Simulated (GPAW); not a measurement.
**BN (Qingsongite): optical spectrum from first principles**

Aim: the dielectric function of BN (Qingsongite), and the optical constants that follow from it.

Program: GPAW 26.7.0. Level of theory: DFT, PBE, plane-wave PAW (GPAW data sets), scalar-relativistic, RPA, optical limit. Results are calculated unless marked as measured.

### Step 1. Set-up

It takes space group F-43m (No. 216, cubic). The conventional cell has a = 3.615 Å, b = 3.615 Å, c = 3.615 Å, α = 90.00°, β = 90.00°, γ = 90.00°. N has 4 B at 1.57 Å nearest. B has 4 N at 1.57 Å nearest. Farther neighbours and most contacts between anions are not listed.

Coordinates:

```cif
data_structure
_symmetry_space_group_name_H-M 'P 1'
_symmetry_Int_Tables_number 1
_cell_length_a 2.5562
_cell_length_b 2.5562
_cell_length_c 2.5562
_cell_angle_alpha 60.000
_cell_angle_beta 60.000
_cell_angle_gamma 60.000
_cell_volume 11.81
loop_
_atom_site_label
_atom_site_type_symbol
_atom_site_fract_x
_atom_site_fract_y
_atom_site_fract_z
_atom_site_occupancy
N1 N 0.75000 0.75000 0.75000 1
B2 B 0.00000 0.00000 0.00000 1
```

### Step 2. Ground state

First the ground state: is it a metal or has it a gap?

This step: DFT, PBE, plane-wave PAW (GPAW data sets), scalar-relativistic, ground state (GPAW 26.7.0).

File gs.py:

```python
from ase import Atoms
from ase.dft.bandgap import bandgap
from gpaw import GPAW, PW, FermiDirac

atoms = Atoms(['N', 'B'],
              cell=[[0.000000000000, 1.807500000000, 1.807500000000],
                    [1.807500000000, 0.000000000000, 1.807500000000],
                    [1.807500000000, 1.807500000000, 0.000000000000]],
              scaled_positions=[[0.750000000000, 0.750000000000, 0.750000000000],
                                [0.000000000000, 0.000000000000, 0.000000000000]],
              pbc=[True, True, True])
atoms.calc = GPAW(mode=PW(500), xc='PBE', kpts={'size': (11, 11, 11), 'gamma': True},
                  occupations=FermiDirac(0.05), maxiter=150, txt='gs.txt')
print('energy (eV)', atoms.get_potential_energy())
print('Fermi level (eV)', atoms.calc.get_fermi_level())
print('valence electrons', atoms.calc.get_number_of_electrons())
print('gap (eV)', bandgap(atoms.calc, output=None)[0])
print('direct gap (eV)', bandgap(atoms.calc, direct=True, output=None)[0])
atoms.calc.write('gs.gpw')
```

Launch:

```console
$ OMP_NUM_THREADS=1 python gs.py
```

Numbers of over 12 decimals in the logs are rounded to 6 here.

Log:

```text
__  _  _
 | _ |_)|_||  |
 |__||  | ||/\| - 26.7.0

Versions:
  Python: 3.12.14
  ASE:    3.29.0
  Numpy:  2.5.5
  Scipy:  1.18.1
  Libxc:  7.0.0

Input parameters:
  mode=PW(ecut=500.0),
  kpts=MonkhorstPack(size=(11, 11, 11), gamma=True),
  maxiter=150,
  occupations=Occupations(name='fermi-dirac', width=0.05, fixmagmom=False),
  xc=XC(name='PBE')

Diagonalizing LCAO Hamiltonian
Converting LCAO to pw mode

               N

       B

Atoms  # Å, Bohr magnetons
|   | symbol |        x |        y |        z |    initial magnetic moments |
| 0 |      N | 2.711250 | 2.711250 | 2.711250 | ( 0.0000,  0.0000,  0.0000) |
| 1 |      B | 0.000000 | 0.000000 | 0.000000 | ( 0.0000,  0.0000,  0.0000) |

Unit cell  # Å
| periodic |        x |        y |        z |  lengths |    angles |
|      yes | 0.000000 | 1.807500 | 1.807500 | 2.556191 | 60.000000 |
|      yes | 1.807500 | 0.000000 | 1.807500 | 2.556191 | 60.000000 |
|      yes | 1.807500 | 1.807500 | 0.000000 | 2.556191 | 60.000000 |

Number of symmetries: 24
Symmetry operations  # r_c * U_cc + t_c -> r_c
|    | kind |            matrix            |
|  0 |  E   |  1, 0, 0,  0, 1, 0,  0, 0, 1 |
|  1 |  σ   |  1, 0, 0,  0, 0, 1,  0, 1, 0 |
|  2 |  σ   |  1, 0,-1,  0, 1,-1,  0, 0,-1 |
|  3 |  C3  |  1, 0,-1,  0, 0,-1,  0, 1,-1 |
|  4 |  C3  |  1,-1, 0,  0,-1, 1,  0,-1, 0 |
|  5 |  σ   |  1,-1, 0,  0,-1, 0,  0,-1, 1 |
|  6 |  σ   |  0, 1, 0,  1, 0, 0,  0, 0, 1 |
|  7 |  C3  |  0, 1, 0,  0, 0, 1,  1, 0, 0 |
|  8 |  C2  |  0, 1,-1,  1, 0,-1,  0, 0,-1 |
|  9 |  S4  |  0, 1,-1,  0, 0,-1,  1, 0,-1 |
| 10 |  C3  |  0, 0, 1,  1, 0, 0,  0, 1, 0 |
| 11 |  σ   |  0, 0, 1,  0, 1, 0,  1, 0, 0 |
| 12 |  S4  |  0, 0,-1,  1, 0,-1,  0, 1,-1 |
| 13 |  C3  |  0, 0,-1,  0, 1,-1,  1, 0,-1 |
| 14 |  S4  |  0,-1, 1,  1,-1, 0,  0,-1, 0 |
| 15 |  C2  |  0,-1, 1,  0,-1, 0,  1,-1, 0 |
| 16 |  C3  |  0,-1, 0,  1,-1, 0,  0,-1, 1 |
| 17 |  S4  |  0,-1, 0,  0,-1, 1,  1,-1, 0 |
| 18 |  S4  | -1, 1, 0, -1, 0, 1, -1, 0, 0 |
| 19 |  C3  | -1, 1, 0, -1, 0, 0, -1, 0, 1 |
| 20 |  C3  | -1, 0, 1, -1, 1, 0, -1, 0, 0 |
| 21 |  S4  | -1, 0, 1, -1, 0, 0, -1, 1, 0 |
| 22 |  σ   | -1, 0, 0, -1, 1, 0, -1, 0, 1 |
| 23 |  C2  | -1, 0, 0, -1, 0, 1, -1, 1, 0 |

BZ-sampling:
  Number of BZ points: 1331
  Number of IBZ points: 56

  Monkhorst-Pack size: [11, 11, 11]
  Monkhorst-Pack shift: [0, 0, 0]

K-points  # in reciprocal-cell coordinates
|     |                                coordinates |     weight |
|   0 | (  0.00000000,   0.00000000,   0.00000000) | 0.00075131 |
|   1 | (  0.09090909,   0.09090909,   0.00000000) | 0.00450789 |
|   2 | (  0.09090909,   0.09090909,   0.09090909) | 0.00601052 |
|   3 | (  0.18181818,   0.09090909,   0.09090909) | 0.00901578 |
|   4 | (  0.18181818,   0.18181818,   0.00000000) | 0.00450789 |
|   5 | (  0.18181818,   0.18181818,   0.09090909) | 0.01803156 |
|   6 | (  0.18181818,   0.18181818,   0.18181818) | 0.00601052 |
|   7 | (  0.27272727,   0.18181818,   0.09090909) | 0.01803156 |
|   8 | (  0.27272727,   0.18181818,   0.18181818) | 0.01803156 |
|   9 | (  0.27272727,   0.27272727,   0.00000000) | 0.00450789 |
| ... |                                            |            |
|  55 | (  0.45454545,   0.45454545,   0.45454545) | 0.00601052 |

Plane wave coefficients: 310
Cutoff: 500.0 eV

Spin-components: 1 (collinear spins)
Bands:           8
Projectors:      10
Spin-degeneracy: 2
Datatype:        complex128

Parallelization:
  kpt:    1
  domain: 1
  band:   1

Density:
  Valence electrons: 8.0
  Components: 1
  Grid points: [14 14 14]
  Charge: 0.0  # |e|

Potential:
  Grid points: [14 14 14]

species:
  N:
    name:    Nitrogen
    id:
    Z:       7.0
    valence: 5
    core:    2
    charge:  0.0  # [|e|]
    compensation charges:
      type: gauss
      rc: 0.18  # [Å]
      lmax: 2
    cutoffs:
      filter: 1.11  # [Å]
      core: 0.96  # [Å]
    projectors
    | kind |    occ | energy [eV] | rcut [Å] |
    |   2s |  2.000 |     -18.583 |    0.603 |
    |   2p |  3.000 |      -7.089 |    0.529 |
    |    s |        |       8.629 |    0.603 |
    |    p |        |      20.123 |    0.529 |
    |    d |        |       0.000 |    0.577 |

    Using partial waves for N as LCAO basis

  B:
    name:    Boron
    id:
    Z:       5.0
    valence: 3
    core:    2
    charge:  0.0  # [|e|]
    compensation charges:
      type: gauss
      rc: 0.20  # [Å]
      lmax: 2
    cutoffs:
      filter: 1.14  # [Å]
      core: 1.38  # [Å]
    projectors
    | kind |    occ | energy [eV] | rcut [Å] |
    |   2s |  2.000 |      -9.443 |    0.635 |
    |   2p |  1.000 |      -3.606 |    0.635 |
    |    s |        |      17.768 |    0.635 |
    |    p |        |      23.605 |    0.635 |
    |    d |        |       0.000 |    0.635 |

    Using partial waves for B as LCAO basis

Reference energy: -2151.211071  # eV

eigensolver:
  PPCG
  Converge bands: occupied
  niter=2

density mixing:
  MSR1-Mixer
  Pratt-step length: 0.05
  Maximum mixing coefficient: 0.75
  Old densities: 10
  SVD Regularization: 0.005
  Good broyden scale: 1.0
  Trust region scale: 1.0
  Backstep threshold: 4.0
  History deletion threshold: 6.0
  Fourier metric: weight=20.0, sigma=0.015

occupation numbers:
  Fermi-Dirac:
    width: 0.0500  # eV

poisson solver:
  ecut: 4000.0  # eV

xc functional:
  name: PBE with 2 nearest neighbor stencil

convergence criteria:
- Maximum [total energy] change in last 3 cyles: 0.0005 eV / valence electron
- Maximum integral of absolute [dens]ity change: 0.0001 electrons / valence electron
- Maximum integral of absolute [eigenst]ate change: 4e-08 eV^2 / valence electron
maximum number of iterations: 150

SCF iterations
|iter     |      energy | eigst |  dens |
|iter:   1||  -17.615815 | +0.08 |       |
|iter:   2||  -17.469929 | -1.99 | -0.76 |
|iter:   3||  -16.895987 | -1.13 | -0.80 |
|iter:   4||  -16.888862 | -2.85 | -1.40 |
|iter:   5||  -16.888386 | -3.31 | -1.84 |
|iter:   6||  -16.888443c| -5.24 | -2.59 |
|iter:   7||  -16.888443c| -6.69 | -3.58 |
|iter:   8||  -16.888443c| -8.64c| -4.30c|

Converged in 8 steps
SCF loop duration: 2.210 s (0.276 s/step)
Energy contributions relative to reference atoms: (reference = -2151.211071)

Energy contributions:
  Kinetic:          13.147167
  Coulomb:         -11.829641
  Zero:             -0.061549
  External:          0.000000
  Xc:              -18.144421
  Entropy:           0.000000
  Spinorbit:         0.000000
  ----------------------------
  Free energy:     -16.888443
  Extrapolated:    -16.888443

dipole moment: (-3.793056, -3.793056, -3.793056)  # |e|*Ang

Fermi level: 12.343
Eigenvalues  # (at kpt = [0.000, 0.000, 0.000])
| band index |      eig [eV] | occ [0-2] |
|          0 |       -10.186 |     2.000 |
|          1 |        10.142 |     2.000 |
|          2 |        10.142 |     2.000 |
|          3 |        10.142 |     2.000 |
|          4 |        18.937 |     0.000 |
|          5 |        18.937 |     0.000 |
|          6 |        18.937 |     0.000 |
|          7 |        20.368 |     0.000 |

Gap: 4.505 eV
Transition (v -> c):
  (s=0, k=0, n=3, [0.00, 0.00, 0.00]) -> (s=0, k=50, n=4, [0.45, 0.45, 0.00])
Direct/indirect transitions are different
Direct gap: 8.794 eV
Transition at: (s=0, k=0, n=3, [0.00, 0.00, 0.00])

--- standard output ---
energy (eV) -16.888443
Fermi level (eV) 12.342739
valence electrons 8.0
gap (eV) 4.505482
direct gap (eV) 8.794418
```

Wall time 3.6 s (1 thread of Arm Neoverse V2, shared host); peak memory 0.12 GiB.

This step gave:

```
energy                 : -16.89 eV
Fermi energy           : 12.34 eV
gap on the k-mesh      : 4.505 eV
direct gap on the mesh : 8.794 eV
electrons              : 8
```

There is a gap, 4.51 eV on this mesh (points off the mesh can give less), so no carriers' term is needed.

### Step 3. Bands for the response

At the fixed density, many empty bands are solved on the mesh of the response, since the spectrum sums over them.

This step: DFT, PBE, plane-wave PAW (GPAW data sets), scalar-relativistic, bands at fixed density (GPAW 26.7.0).

File nscf.py:

```python
from ase.dft.bandgap import bandgap
from gpaw import GPAW, FermiDirac

calc = GPAW('gs.gpw').fixed_density(kpts={'size': (16, 16, 16), 'gamma': True}, nbands=20, convergence={'bands': 14},
                                    occupations=FermiDirac(0.001), txt='nscf.txt')
print('gap (eV)', bandgap(calc, output=None)[0])
print('direct gap (eV)', bandgap(calc, direct=True, output=None)[0])
print('top band over the Fermi level (eV)', min(calc.get_eigenvalues(kpt=k)[13] for k in range(len(calc.get_ibz_k_points()))) - calc.get_fermi_level())
calc.write('full.gpw', mode='all')
```

Launch:

```console
$ OMP_NUM_THREADS=1 python nscf.py
```

Log:

```text
Diagonalizing LCAO Hamiltonian
Converting LCAO to pw mode
convergence criteria:
- Maximum integral of absolute [eigenst]ate change: 4e-08 eV^2 / valence electron
maximum number of iterations: 150

SCF iterations
|iter     |      energy | eigst |  dens |
|iter:   1||             | +2.90 |       |
|iter:   2||             | +1.17 |       |
|iter:   3||             | -1.19 |       |
|iter:   4||             | -2.96 |       |
|iter:   5||             | -5.06 |       |
|iter:   6||             | -6.68 |       |
|iter:   7||             | -7.93c|       |
SCF steps: 7
  __  _  _
 | _ |_)|_||  |
 |__||  | ||/\| - 26.7.0

Versions:
  Python: 3.12.14
  ASE:    3.29.0
  Numpy:  2.5.5
  Scipy:  1.18.1
  Libxc:  7.0.0

Input parameters:
  mode=PW(ecut=500.0),
  convergence={'bands': 14},
  gpts=array([14, 14, 14]),
  kpts=MonkhorstPack(size=(16, 16, 16), gamma=True),
  maxiter=150,
  nbands=20,
  occupations=Occupations(name='fermi-dirac', width=0.001, fixmagmom=False),
  parallel={},
  xc=XC(name='PBE')

--- standard output ---
gap (eV) 4.401130
direct gap (eV) 8.794418
top band over the Fermi level (eV) 26.154700
```

Elapsed: 12 s, on 1 thread; peak memory 0.15 GiB.

Read-outs, printed or worked out from the files:

```
gap on the k-mesh : 4.401 eV
```

### Step 4. Dielectric function, RPA

Transitions between filled and empty bands, summed over the zone, give the optical response, so mesh, band count and broadening shape it.

The induced potential is part of this response.

This step: DFT, PBE, plane-wave PAW (GPAW data sets), scalar-relativistic, RPA, optical limit (GPAW 26.7.0).

File df.py:

```python
from gpaw.response.df import DielectricFunction

df = DielectricFunction('full.gpw', frequencies={'type': 'nonlinear', 'domega0': 0.03, 'omega2': 8},
                        ecut=60,
                        eta=0.2,
                        nbands=14,
                        txt='df.txt')
for direction in ['x']:
    df.get_dielectric_function(xc='RPA', direction=direction, filename=f'df_{direction}.csv')
```

Launch:

```console
$ OMP_NUM_THREADS=1 python df.py
```

Log:

```text
Using integrator: PointIntegrator
NonLinearFrequencyDescriptor(from 0.000 to 64.253 eV, 496 points)
Nonperiodic BCs:  [False False False]
Using integrator: PointIntegrator
NonLinearFrequencyDescriptor(from 0.000 to 64.253 eV, 496 points)
Nonperiodic BCs:  [False False False]

Calculating chi0 body with:
    Ground state adapter containing:
    Number of spins: 1
    Number of kpoints: 4096
    Number of irreducible kpoints: 145
    Number of completely occupied states: 4
    Number of partially occupied states: 4

    Linear response parametrization:
    q_c: [0.0, 0.0, 0.0]
    Number of frequency points: 496
    Planewave cutoff: 60.0
    Number of bands: 14
    Number of planewaves: 15
    Broadening (eta): 0.2

Integrating chi0 body.

Symmetries of q_c:
    Direct symmetries (Uq -> q): 24
    Indirect symmetries (TUq -> q): 24
In total 48 allowed symmetries.

145 groups of equivalent kpoints. 96.4599609375% reduction.

Integral kind: spectral function

Calculating chi0 optical extensions with:
    Ground state adapter containing:
    Number of spins: 1
    Number of kpoints: 4096
    Number of irreducible kpoints: 145
    Number of completely occupied states: 4
    Number of partially occupied states: 4

    Linear response parametrization:
    Number of frequency points: 496
    Planewave cutoff: 60.0
    Number of bands: 14
    Number of planewaves: 15
    Broadening (eta): 0.2
Integrating chi0 head and wings.

Symmetries of q_c:
    Direct symmetries (Uq -> q): 24
    Indirect symmetries (TUq -> q): 24
In total 48 allowed symmetries.

145 groups of equivalent kpoints. 96.4599609375% reduction.

Integral kind: spectral function wings
```

It took 2.7 s on 1 thread; peak memory 0.2 GiB.

This step gave:

| Item | Value |
| --- | --- |
| electronic dielectric constant ε∞, mean over x, y and z (by symmetry where fewer were run) | 4.527 |
| main peak of Im epsilon, first axis | 11.93 eV |

Some rows of df_x.csv (energy; Re and Im without local fields; Re and Im with them):

```text
0.000000, 4.710919, 0.000000, 4.527480, -0.000000
0.555532, 4.718396, 0.005403, 4.534426, 0.005019
1.143969, 4.742866, 0.011296, 4.557153, 0.010490
1.768324, 4.788324, 0.017956, 4.599363, 0.016669
2.431988, 4.860557, 0.025802, 4.666404, 0.023940
3.138794, 4.968234, 0.035509, 4.766267, 0.032917
3.893091, 5.124943, 0.048236, 4.911453, 0.044661
4.699832, 5.353321, 0.066171, 5.122723, 0.061159
5.564682, 5.694432, 0.093969, 5.437605, 0.086629
6.494155, 6.232897, 0.143536, 5.933080, 0.131810
7.495775, 7.185834, 0.257379, 6.805354, 0.234752
8.578281, 9.476802, 0.859250, 8.879625, 0.768441
9.751884, 10.890308, 6.255355, 10.284268, 5.565695
11.028587, 8.824874, 9.982426, 8.401497, 9.036687
12.422601, -2.036731, 12.756504, -1.124632, 12.041068
13.950874, -0.746880, 5.645573, -0.478102, 5.331621
15.633783, -2.056372, 3.841638, -1.660435, 3.824547
17.496047, -2.494618, 2.307296, -2.348771, 2.455746
19.567954, -1.217596, 1.453834, -1.115338, 1.508778
```

Values under the direct gap are tails of Lorentzian lines. The Im ε, E ∥ x by photon energy; read off at these points:

```csv
photon energy (eV),"Im ε, E ∥ x"
0.00,0
0.50,0.00451
1.00,0.00913
1.50,0.0140
2.00,0.0191
2.50,0.0247
3.00,0.0310
3.50,0.0382
4.00,0.0466
4.50,0.0566
5.00,0.0688
5.50,0.0843
6.00,0.105
6.50,0.132
7.00,0.172
7.50,0.235
8.00,0.352
8.50,0.663
9.00,2.09
9.50,4.35
10.00,6.73
10.50,7.68
11.00,8.89
11.50,11.2
12.00,13.6
12.50,11.3
13.00,8.32
13.50,6.32
14.00,5.52
14.50,6.86
14.59,6.93
15.00,5.52
15.50,3.69
16.00,4.13
16.50,3.76
17.00,3.21
17.50,2.45
18.00,1.98
18.50,1.75
19.00,1.62
19.50,1.49
20.00,1.28
20.50,0.994
21.00,1.16
21.50,1.14
```

The Re ε, E ∥ x by photon energy:

```csv
photon energy (eV),"Re ε, E ∥ x"
0,4.53
1,4.55
2,4.62
3,4.74
4,4.94
5,5.22
6,5.64
7,6.31
8,7.52
9,10.1
10,9.95
11,8.37
12,2.65
13,-2.37
14,-0.316
15,-3.03
16,-1.86
17,-2.23
18,-1.86
19,-1.30
20,-1.20
21,-0.559
```

The reflectivity at normal incidence, E ∥ x has structure finer than the step of the table below, so its rows give means over 0.5 eV, whole bins alone (the curve runs from 0 to 21.9 eV). Peaks (eV: height): 12.50: 47.4, 15.15: 49.2, 17.61: 50.6, 20.19: 45.3.

Table of reflectivity at normal incidence, E ∥ x by photon energy; means over each step:

```csv
photon energy (eV),"reflectivity at normal incidence, E ∥ x (%)"
0.5,13.0
1.0,13.1
1.5,13.2
2.0,13.3
2.5,13.5
3.0,13.7
3.5,14.0
4.0,14.4
4.5,14.8
5.0,15.3
5.5,15.9
6.0,16.6
6.5,17.5
7.0,18.6
7.5,19.9
8.0,21.7
8.5,24.4
9.0,27.7
9.5,30.6
10.0,32.3
10.5,33.0
11.0,34.9
11.5,38.7
12.0,43.9
12.5,47.0
13.0,46.1
13.5,43.3
14.0,35.4
14.5,40.6
15.0,47.8
15.5,43.5
16.0,40.9
16.5,44.2
17.0,46.0
17.5,49.9
18.0,48.2
18.5,46.4
19.0,43.2
19.5,41.2
20.0,44.2
20.5,39.3
21.0,31.3
21.5,28.7
```

Values under the direct gap are tails of Lorentzian lines. The Im ε, E ∥ x by photon energy; read off at these points:

```csv
photon energy (eV),without local fields,with local fields
0.0,0,0
1.0,0.00983,0.00913
2.0,0.0206,0.0191
3.0,0.0335,0.0310
4.0,0.0503,0.0466
5.0,0.0745,0.0688
6.0,0.114,0.105
7.0,0.188,0.172
8.0,0.388,0.352
9.0,2.36,2.09
10.0,7.48,6.73
11.0,9.81,8.89
12.0,14.8,13.6
13.0,8.65,8.32
14.0,5.87,5.52
14.6,7.26,6.92
15.0,5.43,5.52
16.0,4.06,4.13
17.0,3.06,3.21
18.0,1.90,1.98
19.0,1.54,1.62
20.0,1.21,1.28
21.0,1.14,1.16
```

The refractive index n and extinction k by photon energy:

```csv
photon energy (eV),n,k
0,2.13,0
1,2.13,0.00214
2,2.15,0.00444
3,2.18,0.00712
4,2.22,0.0105
5,2.28,0.0151
6,2.38,0.0220
7,2.51,0.0343
8,2.74,0.0642
9,3.19,0.328
10,3.31,1.02
11,3.21,1.39
12,2.87,2.37
13,1.77,2.35
14,1.61,1.71
15,1.28,2.16
16,1.16,1.79
17,0.917,1.75
18,0.654,1.51
19,0.622,1.30
20,0.524,1.22
21,0.605,0.962
```

At chosen wavelengths:

```csv
wavelength (nm),n,k,R (%),1/α
1064,2.14,0.003,13.1,34 µm
800,2.14,0.003,13.2,19 µm
633,2.15,0.004,13.3,12 µm
450,2.17,0.006,13.6,5.6 µm
405,2.18,0.007,13.8,4.4 µm
308,2.22,0.011,14.4,2.3 µm
193,2.43,0.026,17.3,585 nm
```

Below the direct gap, k and the depth come from the tails of the Lorentzian lines, not from transitions.

Rows near the edge hang on the gap, which this functional as a rule makes too small, and phonon-assisted absorption is left out.

### Step 5. What came out

| Item | Value |
| --- | --- |
| electronic dielectric constant ε∞, mean over x, y and z (by symmetry where fewer were run) (RPA) | 4.53 |
| main peak of Im epsilon, first axis | 11.9 eV |

In words: At this level (PBE, RPA) BN has ε∞ = 4.53 and n = 2.13 at 1550 nm, and Im ε peaks at 11.9 eV. On the mesh the gap is 4.40 eV and the least direct gap 8.79 eV, so on this mesh the band edges lie at different points. Local fields change the static value along x from 4.71 to 4.53 (-4 %). Distinct maxima of Im ε, read by a parabola through the highest points, lie at 11.93 eV (14) and 14.58 eV (6.9). Excitons and phonon-assisted transitions are missing; PBE gaps are as a rule too small, which pulls the onset down and ε∞ up. The sum runs over mesh points, so small or evenly spaced maxima can still be ripples of the mesh.

[Machine, clock and banner lines and Python warnings are left out of the logs.]

[Logs are printed without paths, hosts, clocks, repeated set-up lines and the standing remarks that a program may print on its own settings, such as how far it seeks lower states.]

[Hosts, paths, dates, database ids (printed as entryN), source tags and the programs' standing remarks are cut or masked in the printed files.]
